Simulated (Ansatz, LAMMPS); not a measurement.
# Convergence of a linear-scaling basis for amorphous 32Ga2O3-68GeO2 (mol %) (69 atoms)

Wanted: errors and times of a linear-scaling basis for amorphous 32Ga2O3-68GeO2 (mol %) (69 atoms). A setting counts as converged where the r.m.s. difference of forces stays under 1 % of the r.m.s. force.

Program: Ansatz 0.2.0. Level of theory: Kohn-Sham DFT, PBE, PAW (set soft_2), plane waves. Values are calculated unless marked as measured.

Report form: inputs, costs, results and the conclusion, without the logs.

## Step 1: The system as given

The cell holds 69 atoms: 12 Ga, 13 Ge and 44 O. Its edges and angles: a = 9.383 Å, b = 9.383 Å, c = 9.383 Å, α = 90.0°, β = 90.0°, γ = 90.0°. 69 atoms (12 Fe, 13 Ge, 44 O) placed at random at 4.74 g/cm³, melted at 5000 K for 10 ps at fixed volume with the Morse and Coulomb pair potential with partial charges (Pedone, Malavasi, Menziani, Cormack and Segre, J. Phys. Chem. B 110, 11780 (2006)). Quenched from 5000 K to 300 K at 20 K/ps and fixed volume, held 5 ps, then minimised at fixed cell. Then Fe was replaced by Ga and the cell scaled by 1.006 (the potential has no terms for the new elements, so the cell is a start for a DFT relaxation).

Before any run, some limits are plain. The quench rate of 20 K/ps is many orders above laboratory rates, so the cell is likely richer in defects and strain than a real sample. The network of bonds at the start is that of the classical potential that made the cell, and needn't be the one that DFT or experiment would give. Sampling is at Γ alone, for a cell whose shortest periodic width is 9 Å.

## Step 2: The classical run that made the cell

A classical potential supplies the starting structure, since it reaches far longer times than DFT.

This step: classical MD, Morse and Coulomb pair potential with partial charges (Pedone, Malavasi, Menziani, Cormack and Segre, J. Phys. Chem. B 110, 11780 (2006)) (LAMMPS 22 Jul 2025 - Update 4).

File in.lmp:

```
# melt-quench of Fe12Ge13O44
units metal
atom_style charge
boundary p p p
region box block 0 9.3273 0 9.3273 0 9.3273
create_box 3 box
mass 1 55.8450   # Fe
mass 2 72.6300   # Ge
mass 3 15.9990   # O
create_atoms 1 random 12 177685 NULL overlap 1.5 maxtry 2000
create_atoms 2 random 13 177692 NULL overlap 1.5 maxtry 2000
create_atoms 3 random 44 177699 NULL overlap 1.5 maxtry 2000
pair_style hybrid/overlay pedone 5.5 coul/long 8.0
pair_coeff * * coul/long
pair_coeff 1 3 pedone 0.418981 1.620376 2.382183 2   # Fe-O
pair_coeff 2 3 pedone 0.158118 2.294230 2.261313 5   # Ge-O
pair_coeff 3 3 pedone 0.042395 1.379316 3.618701 22   # O-O
set type 1 charge 1.8
set type 2 charge 2.4
set type 3 charge -1.2
kspace_style pppm 1.0e-4
neigh_modify delay 0 every 1 check yes
thermo_style custom step time temp pe press density
thermo_modify norm yes
timestep 0.002
thermo 100
min_style cg
minimize 1e-4 1e-4 200 2000
reset_timestep 0
velocity all create 5000 177686 mom yes dist gaussian
fix lim all nve/limit 0.05
fix lan all langevin 5000 5000 0.2 177687 zero yes
thermo 500
run 1000 post no
# [... 10 lines left out ...]
thermo 1250
fix md all nvt temp 300 300 0.2
run 2500 post no
unfix md
thermo 100
min_style cg
minimize 0 1e-3 2000 20000
write_dump all custom glass.dump id type xs ys zs modify sort id
```

On the command line:

```
> lmp -in in.lmp -log none -nocite
```

Elapsed: 44 s, on 1 thread of Arm Neoverse V1, shared host; peak memory 0.072 GiB.

## Step 3: Plane-wave single point

The first run uses the default basis; a harder plane-wave run follows as the reference for the support functions.

File input.yaml:

```yaml
crystal:
  lattice:
    - [9.38326, 0.0, 0.0]
    - [0.0, 9.38326, 0.0]
    - [0.0, 0.0, 9.38326]
  atoms:
    - { symbol: Ga, position: [0.31252, 0.1619, 0.84962] }
    - { symbol: Ga, position: [0.92661, 0.27167, 0.84763] }
    - { symbol: Ga, position: [0.78601, 0.81624, 0.55241] }
    - { symbol: Ga, position: [0.47655, 0.62189, 0.60724] }
    - { symbol: Ga, position: [0.72128, 0.40924, 0.64422] }
    - { symbol: Ga, position: [0.27881, 0.56842, 0.2507] }
    - { symbol: Ga, position: [0.02191, 0.92959, 0.74773] }
    - { symbol: Ga, position: [0.53118, 0.36889, 0.3343] }
[... 57 atom lines left out ...]
    - { symbol: O, position: [0.70828, 0.04209, 0.0355] }
    - { symbol: O, position: [0.35883, 0.20161, 0.6207] }
    - { symbol: O, position: [0.79725, 0.25758, 0.5365] }
    - { symbol: O, position: [0.53885, 0.43126, 0.53477] }
kpoints:
  mp_grid: { grid: [1, 1, 1] }
hamiltonian:
  xc: pbe
scf:
  occupations: { method: gaussian, width: 0.05 }
output:
  forces: true
  stress: true
  populations: intrinsic
  dos:
    method: { smearing: { sigma: 0.1 } }
    de: 0.1
    projected: { site_lists: { Ga: [Ga], Ge: [Ge], O: [O] } }
  eigenvalues: true
  write_density: true
  write_potential: true
  volumetric_format: npy
  elf: true
```

On the command line:

```
> ansatz run input.yaml --threads 4 --pin off --max-ram 15872MiB --backend cpu --events-out ev --progress --plain --runs-dir out
```

It took 14 s on 4 threads of Arm Neoverse V1, shared host; peak memory 1.2 GiB.

Read from the output:

- free energy: -126189.3636 eV
- free energy per atom: -1828.8314 eV/atom
- SCF cycles: 9
- pressure: -3.625 GPa
- r.m.s. force component: 0.8507 eV/Å
- longest force: 2.532 eV/Å
- Fermi energy: 7.036 eV
- gap (highest filled to lowest empty level): 0.7768 eV

The r.m.s. force component of 0.85 eV/Å sets the scale for the differences below.

## Step 4: Plane waves at 750 eV (750 eV)

A harder cutoff gives the support functions a reference with less basis error.

input.yaml, the sections that differ from step 3:

```yaml
output:
  forces: true
  eigenvalues: true
basis:
  ecutwfc: "750 eV"
# crystal, kpoints, hamiltonian, scf: as in step 3
```

Run time: 24 s. Hardware: 4 threads; peak memory 2.3 GiB; 91 s of CPU time.

Forces differ from the reference by 2.4 meV/Å r.m.s., 0.28 % of their size, well within a tolerance of 1 %; the energy by -5.4 meV/atom. It took roughly 1.7 times the reference's time (one timing each, with unlike analyses asked), in 10 cycles against 9.

## Step 5: Support functions medium

The cell is solved in localised support functions. Besides, the program derives a nominal cutoff of 464 eV for this run, against the reference's 750.

This step: Kohn-Sham DFT, PBE, PAW (set soft_2), localised support functions (medium) (Ansatz 0.2.0).

input.yaml, the sections that differ from step 4:

```yaml
scf:
  occupations: { method: gaussian, width: 0.05 }
  eigensolver: { kind: { support_functions: { accuracy: medium } } }
  max_iter: 150
# crystal, kpoints, hamiltonian, output: as in step 4
# basis: removed
```

Wall time 1.8 min (4 threads); peak memory 3.2 GiB.

The program notes that the band table was not solved further than the SCF left it and it switched symmetry off.

Keys that differ from the reference: basis.ecutwfc removed, support_functions.accuracy = "medium" and scf.max_iter = 150.

Forces differ from the reference by 2.4 meV/Å r.m.s., 0.28 % of their size, well within a tolerance of 1 %; the energy by -1.4 meV/atom. It took 4.4 times the reference's time (shared host, so rough).

## Step 6: Support functions low

With localised support functions most steps grow linearly with size, though the diagonalisation grows faster unless the density matrix is cut; this run measures error and cost at this size. Besides, the program derives a nominal cutoff of 420 eV for this run, against the reference's 750.

This step: Kohn-Sham DFT, PBE, PAW (set soft_2), localised support functions (low) (Ansatz 0.2.0).

input.yaml, the sections that differ from step 5:

```yaml
scf:
  occupations: { method: gaussian, width: 0.05 }
  eigensolver: { kind: { support_functions: { accuracy: low } } }
  max_iter: 150
# crystal, kpoints, hamiltonian, output: as in step 5
```

Elapsed: 94 s, on 4 threads; peak memory 3.1 GiB.

Keys that differ from the reference: basis.ecutwfc removed, support_functions.accuracy = "low" and scf.max_iter = 150.

Forces differ from the reference by 2.4 meV/Å r.m.s., 0.28 % of their size, well within a tolerance of 1 %; the energy by -1.4 meV/atom. It took 4.0 times the reference's time (shared host, so rough).

## Step 7: Support functions high

The cell is solved in localised support functions. Besides, the program derives a nominal cutoff of 631 eV for this run, against the reference's 750.

This step: Kohn-Sham DFT, PBE, PAW (set soft_2), localised support functions (high) (Ansatz 0.2.0).

input.yaml, the sections that differ from step 6:

```yaml
scf:
  occupations: { method: gaussian, width: 0.05 }
  eigensolver: { kind: { support_functions: { accuracy: high } } }
  max_iter: 150
# crystal, kpoints, hamiltonian, output: as in step 6
```

Wall time 16 min (4 threads); peak memory 13 GiB.

Keys that differ from the reference: basis.ecutwfc removed, support_functions.accuracy = "high" and scf.max_iter = 150.

Forces differ from the reference by 2.6 meV/Å r.m.s., 0.31 % of their size, within a tolerance of 1 %; the energy by -1.6 meV/atom. It took 39 times the reference's time (shared host, so rough).

## Step 8: Support functions medium, radius 3.46 Å

The radius confines each support function; a larger one gives more freedom and more work per atom. Besides, the program derives a nominal cutoff of 464 eV for this run, against the reference's 750.

This step: Kohn-Sham DFT, PBE, PAW (set soft_2), localised support functions (medium) (Ansatz 0.2.0).

input.yaml, the sections that differ from step 7:

```yaml
scf:
  occupations: { method: gaussian, width: 0.05 }
  eigensolver: { kind: { support_functions: { accuracy: medium, radius: 3.46 } } }
  max_iter: 150
# crystal, kpoints, hamiltonian, output: as in step 7
```

It took 95 s on 4 threads; peak memory 3 GiB.

Keys that differ from the reference: basis.ecutwfc removed, support_functions.accuracy = "medium", support_functions.radius = 3.46 and scf.max_iter = 150.

Forces differ from the reference by 2.4 meV/Å r.m.s., 0.28 % of their size, well within a tolerance of 1 %; the energy by -1.4 meV/atom. It took 4.0 times the reference's time (shared host, so rough).

## Step 9: Support functions medium, radius 3.74 Å

input.yaml, the sections that differ from step 8:

```yaml
scf:
  occupations: { method: gaussian, width: 0.05 }
  eigensolver: { kind: { support_functions: { accuracy: medium, radius: 3.74 } } }
  max_iter: 150
# crystal, kpoints, hamiltonian, output: as in step 8
```

The job ended after 1.9 min (4 threads; peak memory 3.4 GiB; 7.5 min of CPU time).

Keys that differ from the reference: basis.ecutwfc removed, support_functions.accuracy = "medium", support_functions.radius = 3.74 and scf.max_iter = 150.

Forces differ from the reference by 2.4 meV/Å r.m.s., 0.29 % of their size, well within a tolerance of 1 %; the energy by -1.4 meV/atom. It took 4.9 times the reference's time (shared host, so rough).

## Step 10: Support functions medium, radius 3.99 Å

input.yaml, the sections that differ from step 9:

```yaml
scf:
  occupations: { method: gaussian, width: 0.05 }
  eigensolver: { kind: { support_functions: { accuracy: medium, radius: 3.99 } } }
  max_iter: 150
# crystal, kpoints, hamiltonian, output: as in step 9
```

Wall time 2.4 min (4 threads); peak memory 3.9 GiB; 9.4 min of CPU time.

Keys that differ from the reference: basis.ecutwfc removed, support_functions.accuracy = "medium", support_functions.radius = 3.99 and scf.max_iter = 150.

Forces differ from the reference by 2.4 meV/Å r.m.s., 0.29 % of their size, well within a tolerance of 1 %; the energy by -1.4 meV/atom. It took 6.0 times the reference's time (shared host, so rough).

## Step 11: Support functions medium, radius 4.28 Å

input.yaml, the sections that differ from step 10:

```yaml
scf:
  occupations: { method: gaussian, width: 0.05 }
  eigensolver: { kind: { support_functions: { accuracy: medium, radius: 4.28 } } }
  max_iter: 150
# crystal, kpoints, hamiltonian, output: as in step 10
```

Elapsed: 3.1 min, on 4 threads; peak memory 4.5 GiB; 12 min of CPU time.

Keys that differ from the reference: basis.ecutwfc removed, support_functions.accuracy = "medium", support_functions.radius = 4.28 and scf.max_iter = 150.

Forces differ from the reference by 2.5 meV/Å r.m.s., 0.29 % of their size, well within a tolerance of 1 %; the energy by -1.4 meV/atom. It took 7.9 times the reference's time (shared host, so rough).

## Step 12: Support functions medium, radius 4.81 Å

input.yaml, the sections that differ from step 11:

```yaml
scf:
  occupations: { method: gaussian, width: 0.05 }
  eigensolver: { kind: { support_functions: { accuracy: medium, radius: 4.81 } } }
  max_iter: 150
# crystal, kpoints, hamiltonian, output: as in step 11
```

The job ended after 5.4 min (4 threads; peak memory 5.7 GiB; 21 min of CPU time).

Keys that differ from the reference: basis.ecutwfc removed, support_functions.accuracy = "medium", support_functions.radius = 4.81 and scf.max_iter = 150.

Forces differ from the reference by 2.5 meV/Å r.m.s., 0.29 % of their size, well within a tolerance of 1 %; the energy by -1.4 meV/atom. It took 14 times the reference's time (shared host, so rough).

## Step 13: Support functions medium, radius 5.35 Å

input.yaml, the sections that differ from step 12:

```yaml
scf:
  occupations: { method: gaussian, width: 0.05 }
  eigensolver: { kind: { support_functions: { accuracy: medium, radius: 5.35 } } }
  max_iter: 150
# crystal, kpoints, hamiltonian, output: as in step 12
```

The job ended after 8.8 min (4 threads; peak memory 7.2 GiB; 35 min of CPU time).

Keys that differ from the reference: basis.ecutwfc removed, support_functions.accuracy = "medium", support_functions.radius = 5.35 and scf.max_iter = 150.

Forces differ from the reference by 2.5 meV/Å r.m.s., 0.30 % of their size, well within a tolerance of 1 %; the energy by -1.4 meV/atom. It took 22 times the reference's time (shared host, so rough).

## Step 14: A run with a doubtful setting

The input is spoilt on purpose; the run shows how that looks.

This step: Kohn-Sham DFT, lda+u, PAW (set soft_2), plane waves (Ansatz 0.2.0).

input.yaml, the sections that differ from step 13:

```yaml
hamiltonian:
  xc: lda+u
scf:
  occupations: { method: gaussian, width: 0.05 }
  max_iter: 75
output:
  forces: true
# crystal, kpoints: as in step 13
```

Wall time 0.02 s (4 threads); peak memory 0.021 GiB; 0.02 s of CPU time.

The input was rejected at the start.

The program's message: “Error: YAML parse error: error: line 79 column 7: hamiltonian.xc: unknown variant `lda+u`, expected one of `lda`, `lda-pw`, `pw92`, `pbe`, `pbesol`, `rpbe`, `revpbe`, `blyp`, `pbe0`, `revpbe0`, `b3lyp …”

The fault in the input: an unknown functional (hamiltonian.xc = "lda+u"). The fix is to type the functional by a name that the program lists.

## Step 15: Cost against change

Each row is set against the plane-wave reference (Kohn-Sham DFT, PBE, PAW (set soft_2), plane waves; r.m.s. force component 0.851 eV/Å). Energies are set beside the reference only for runs with its functional, potentials and electron count. Times are for 4 threads of Arm Neoverse V1, shared host. The reference's time includes the DOS, ELF, the stress and grids, which some other runs skip.

```csv
run,"Δ force, r.m.s. (meV/Å)",share of r.m.s. force (%),Δ energy (meV/atom),Δ gap (eV),cycles,time,host memory (GiB)
reference,-,-,-,-,9,14 s,1.2
plane waves at 750 eV (750 eV),2.36,0.277,-5.36,0.0013,10,24 s,2.3
```

## Step 16: All settings compared

Differences are against the run with plane waves at 750 eV (Kohn-Sham DFT, PBE, PAW (set soft_2), plane waves), whose r.m.s. force component is 0.849 eV/Å. Energies are set beside the reference only for runs with its functional, potentials and electron count. Times are for 4 threads of Arm Neoverse V1, shared host.

```csv
run,"Δ force, r.m.s. (meV/Å)",share of r.m.s. force (%),Δ energy (meV/atom),Δ gap (eV),cycles,time,host memory (GiB)
reference,-,-,-,-,10,24 s,2.3
support functions medium,2.39,0.282,-1.40,-2.0e-4,14,1.8 min,3.2
support functions low,2.39,0.282,-1.40,-4.0e-4,12,94 s,3.1
support functions high,2.60,0.306,-1.56,2.0e-4,19,16 min,13
"support functions medium, radius 3.46 Å",2.37,0.280,-1.40,-3.0e-4,14,95 s,3.0
"support functions medium, radius 3.74 Å",2.43,0.286,-1.40,-3.0e-4,14,1.9 min,3.4
"support functions medium, radius 3.99 Å",2.45,0.288,-1.40,-1.0e-4,14,2.4 min,3.9
"support functions medium, radius 4.28 Å",2.48,0.292,-1.40,-1.0e-4,14,3.1 min,4.5
"support functions medium, radius 4.81 Å",2.49,0.294,-1.40,-1.0e-4,14,5.4 min,5.7
"support functions medium, radius 5.35 Å",2.51,0.295,-1.40,-1.0e-4,14,8.8 min,7.2
```

(Continued in part 2 of 2.)

[Long decimals in the printed logs are rounded to 6 places.]

[Logs are printed without paths, hosts, clocks, repeated set-up lines and the standing remarks that a program may print on its own settings, such as how far it seeks lower states.]

[Hosts, paths, dates, database ids (printed as entryN), source tags and the programs' standing remarks are cut or masked in the printed files.]
